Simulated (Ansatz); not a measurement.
# Vibrations of species on Si(100)-2x1 dimers, part 3 of 3

Aim: bond lengths and vibrational modes of species bound on Si(100)-2x1 dimers.

Ansatz 0.2.0; DFT PBE, scalar-relativistic, plane waves, PAW; PAW set soft_1.

So far. Step 3 (Letting the atoms settle: H and Cl on one dimer): The largest force component left on a free atom is 1.4 meV/Å. Step 4 (Force constants among chosen sites: H and Cl on one …): The highest mode of the block lies at 2125.6 cm⁻¹; the acoustic sum rule moved it by 0.0 cm⁻¹.

**5. Relaxation in the fixed cell: H and F on one dimer (continued)**

Relaxation path:

| step | energy less that of the first step (eV) | largest force component (eV/Å) |
| --- | --- | --- |
| 1 | 0.0000 | 2.2731 |
| 2 | -0.2462 | 1.6158 |
| 3 | -0.3117 | 0.4045 |
| 4 | -0.3203 | 0.1854 |
| 5 | -0.3237 | 0.0220 |
| 6 | -0.3240 | 0.0070 |
| 7 | -0.3240 | 0.0018 |

Forces are held to the 2 operations that the run works with; a distortion that breaks them can't arise in this run.

The atoms that moved most (Å):

| atom | dx | dy | dz | length |
| --- | --- | --- | --- | --- |
| F20 | 0.015 | 0.000 | -0.154 | 0.154 |
| Si10 | -0.014 | 0.000 | -0.125 | 0.126 |
| Si9 | -0.003 | 0.000 | 0.108 | 0.108 |
| Si12 | -0.104 | 0.000 | -0.007 | 0.105 |
| H19 | -0.085 | 0.000 | 0.041 | 0.094 |
| Si11 | 0.092 | 0.000 | 0.002 | 0.092 |
| Si8 | 0.001 | 0.000 | -0.086 | 0.086 |
| Si7 | 0.000 | 0.000 | 0.071 | 0.071 |

The relaxed structure:

```cif
data_structure
_symmetry_space_group_name_H-M 'P 1'
_symmetry_Int_Tables_number 1
_cell_length_a 7.7354
_cell_length_b 3.8677
_cell_length_c 44.9470
_cell_angle_alpha 90.000
_cell_angle_beta 90.000
_cell_angle_gamma 90.000
_cell_volume 1344.74
loop_
_atom_site_label
_atom_site_type_symbol
_atom_site_fract_x
_atom_site_fract_y
_atom_site_fract_z
_atom_site_occupancy
Si1 Si 0.00000 0.00000 0.18676 1
Si2 Si 0.50000 0.00000 0.18676 1
Si3 Si 0.25000 0.00000 0.21719 1
Si4 Si 0.75000 0.00000 0.21719 1
Si5 Si 0.24616 0.50000 0.24751 1
Si6 Si 0.75405 0.50000 0.24752 1
Si7 Si 0.00001 0.50000 0.27961 1
Si8 Si 0.50013 0.50000 0.27613 1
Si9 Si 0.99959 0.00000 0.31086 1
Si10 Si 0.49820 0.00000 0.30567 1
Si11 Si 0.26191 0.00000 0.33893 1
Si12 Si 0.73652 0.00000 0.33872 1
Si13 Si 0.33985 0.50000 0.36608 1
Si14 Si 0.65285 0.50000 0.36550 1
H15 H 0.00000 0.31704 0.16747 1
H16 H 0.00000 0.68296 0.16747 1
H17 H 0.50000 0.31704 0.16747 1
H18 H 0.50000 0.68296 0.16747 1
H19 H 0.27422 0.50000 0.39749 1
F20 F 0.72887 0.50000 0.39929 1
```

This step gave:

```
gap on the k-mesh : 1.120 eV
```

The largest force component left on a free atom is 1.8 meV/Å.

**6. Modes of the chosen sites: H and F on one dimer**

Only 6 sites are displaced (4 Si, 1 H and 1 F), with their periodic images, and all others stay at rest. This gives the modes that are localised on these sites for less work than the whole matrix.

input.yaml reads:

```yaml
crystal:
  lattice:
    - [7.7354058354, 0.0, 0.0]
    - [0.0, 3.8677029177, 0.0]
    - [0.0, 0.0, 44.9470124384]
  atoms:
    - { symbol: Si, position: [0.0, 0.0, 0.1867648038] }
    - { symbol: Si, position: [0.5, 0.0, 0.1867648038] }
    - { symbol: Si, position: [0.25, 0.0, 0.2171884787] }
    - { symbol: Si, position: [0.75, 0.0, 0.2171884787] }
    - { symbol: Si, position: [0.2461629876, 0.5, 0.2475141476] }
    - { symbol: Si, position: [0.754051169, 0.5, 0.2475150694] }
    - { symbol: Si, position: [1.00798e-05, 0.5, 0.2796093796] }
    - { symbol: Si, position: [0.5001347248, 0.5, 0.276126513] }
    - { symbol: Si, position: [-0.0004129069, 0.0, 0.3108569203] }
    - { symbol: Si, position: [0.498203833, 0.0, 0.3056665847] }
    - { symbol: Si, position: [0.261913181, 0.0, 0.338926518] }
    - { symbol: Si, position: [0.7365158491, 0.0, 0.3387243996] }
    - { symbol: Si, position: [0.3398469112, 0.5, 0.3660845847] }
    - { symbol: Si, position: [0.652845942, 0.5, 0.3654995567] }
    - { symbol: H, position: [0.0, 0.317043, 0.1674681955] }
    - { symbol: H, position: [0.0, 0.682957, 0.1674681955] }
    - { symbol: H, position: [0.5, 0.317043, 0.1674681955] }
    - { symbol: H, position: [0.5, 0.682957, 0.1674681955] }
    - { symbol: H, position: [0.274220235, 0.5, 0.3974907834] }
    - { symbol: F, position: [0.7288663714, 0.5, 0.3992908086] }
  periodic: [true, true, false]
kpoints:
  mp_grid: { grid: [4, 8, 1] }
hamiltonian:
  xc: pbe
  pseudopotentials: { kind: paw, azcp: { folder: soft_1 } }
scf:
  occupations: { method: gaussian, width: 0.03 }
output:
  eigenvalues: true
phonons:
  method: fd
  supercell: [1, 1, 1]
  displaced_sites: [10, 11, 12, 13, 18, 19]
  rigid_motions: translations
```

On the command line:

```console
$ ansatz run input.yaml --threads 8 --pin off --max-ram 20480MiB --backend cpu --events-out ev --progress --plain --runs-dir out
```

Numbers of over 12 decimals in the logs are rounded to 6 here.

The program printed:

```text
[...]
Crystal: 20 atoms, lattice volume = 1344.736 Å³
Basis set: ecut = 420 eV, 26403 PW (Γ), exchange–correlation on 108×54×640 points (8 copies of the dense FFT grid, shifted against one another)
Bands: 54, of which v1, the nominal top of the filled ones, is band 34 counted from 1 (33 counted from 0)
Symmetry: 2 space group operations
k-points: 15 of 32 (time reversal used)
[...]
k-point 14: bands = [... 30 lower, -7.0588, -6.9944, -6.9516, -6.7601, -3.3660, -3.3155, -3.2814, -3.0081, ... 16 higher]
  ° read free of the cell's end (the report's vacuum.weakly_bound_levels)
[...]
transpose residual: 1.3e-4 eV/Å²
[...]
unstable modes among the named sites: 0
[...]
zero-point energy: 0.494383 eV/cell   skipped modes (ω ≤ 0): 0
[...]
[key lines of the parts left out:]
SCF converged after 15 iterations
Free energy (F): -9788.505721 eV
Fermi energy:    -4.788925 eV
```

Elapsed: 11 min, on 8 threads of Arm Neoverse N1, shared host; peak memory 3.6 GiB.

The other atoms of the cell are at rest; shares are of the kinetic energy, a minus sign marks an imaginary mode, and where like sites share a mode the one named is one choice of several. Modes of the displaced sites:

| mode | frequency (cm⁻¹) | share of Si (%) | share of H (%) | share of F (%) | site with the largest share | its share (%) |
| --- | --- | --- | --- | --- | --- | --- |
| 1 | 80.7 | 76 | 0 | 23 | Si14 | 31 |
| 2 | 94.0 | 31 | 1 | 69 | F20 | 69 |
| 3 | 112.8 | 81 | 1 | 19 | Si13 | 39 |
| 4 | 153.5 | 67 | 0 | 32 | Si14 | 43 |
| 5 | 157.6 | 43 | 0 | 57 | F20 | 57 |
| 6 | 176.6 | 82 | 2 | 16 | Si13 | 53 |
| 7 | 208.8 | 80 | 4 | 16 | Si13 | 38 |
| 8 | 336.3 | 97 | 0 | 3 | Si12 | 54 |
| 9 | 341.9 | 100 | 0 | 0 | Si11 | 49 |
| 10 | 360.3 | 91 | 4 | 5 | Si12 | 41 |
| 11 | 436.4 | 98 | 1 | 1 | Si11 | 57 |
| 12 | 455.6 | 92 | 8 | 0 | Si11 | 44 |
| 13 | 461.3 | 97 | 2 | 1 | Si14 | 40 |
| 14 | 482.5 | 97 | 2 | 0 | Si14 | 44 |
| 15 | 581.9 | 10 | 89 | 1 | H19 | 89 |
| 16 | 591.9 | 11 | 89 | 0 | H19 | 89 |
| 17 | 820.3 | 44 | 0 | 56 | F20 | 56 |
| 18 | 2122.6 | 3 | 97 | 0 | H19 | 97 |

The same force constants with another mass on the added atoms, against the natural mean mass; listed are the real modes with at least half of their motion on these atoms, followed through small steps of mass, less those that pass through avoided crossings, where the squared overlap of new and old mass-weighted patterns is under 0.8. Modes after a change of mass:

| substitution | mode | frequency (cm⁻¹) | after (cm⁻¹) | ratio |
| --- | --- | --- | --- | --- |
| D for H | 18 | 2122.6 | 1527.2 | 1.39 |

The highest mode of the block lies at 2122.6 cm⁻¹; the acoustic sum rule moved it by 0.0 cm⁻¹.

**7. All members side by side**

The members are set side by side.

The anchoring bond is the shortest distance from the first added atom to the slab, and like atoms elsewhere in the cell can differ; degenerate modes stand as often as they occur. The species side by side:

| species | coverage (monolayer) | anchoring bond | its length (Å) | highest level (cm⁻¹) | second (cm⁻¹) | third (cm⁻¹) |
| --- | --- | --- | --- | --- | --- | --- |
| H and Cl on one dimer | 1 | H-Si | 1.499 | 2126 | 596 | 593.1 |
| H and F on one dimer | 1 | H-Si | 1.5 | 2123 | 820.3 | 591.9 |

**8. Results**

- highest mode of the block of 6 sites, H and Cl on one dimer: 2125.6 cm⁻¹
- highest mode of the block of 6 sites, H and F on one dimer: 2122.6 cm⁻¹

**Reading.** With H and Cl on one dimer the highest mode of the block lies at 2126 cm⁻¹, 97 % on H. With H and F on one dimer the highest mode of the block lies at 2123 cm⁻¹, 97 % on H. With all atoms beyond the displaced ones at rest, modes that spread into the slab are only rough; stretches of light atoms, well above the modes of the substrate atoms, are the least affected. Periodic images of the cell move in phase at the zone centre, so coupling to the images is part of these frequencies. The H atoms on the back face are held at typed positions, closer to each other than they would relax to, which bears on the gap of the slab more than on the modes of the front face. Modes of hydrogen are strongly anharmonic, so measured lines can lie well away from these harmonic values. These are harmonic frequencies at zero temperature: anharmonic shifts, linewidths and thermal expansion are left out.

[Logs are printed without paths, hosts, clocks, repeated set-up lines and the standing remarks that a program may print on its own settings, such as how far it seeks lower states.]

[Hosts, paths, dates, database ids (printed as entryN), source tags and the programs' standing remarks are cut or masked in the printed files.]
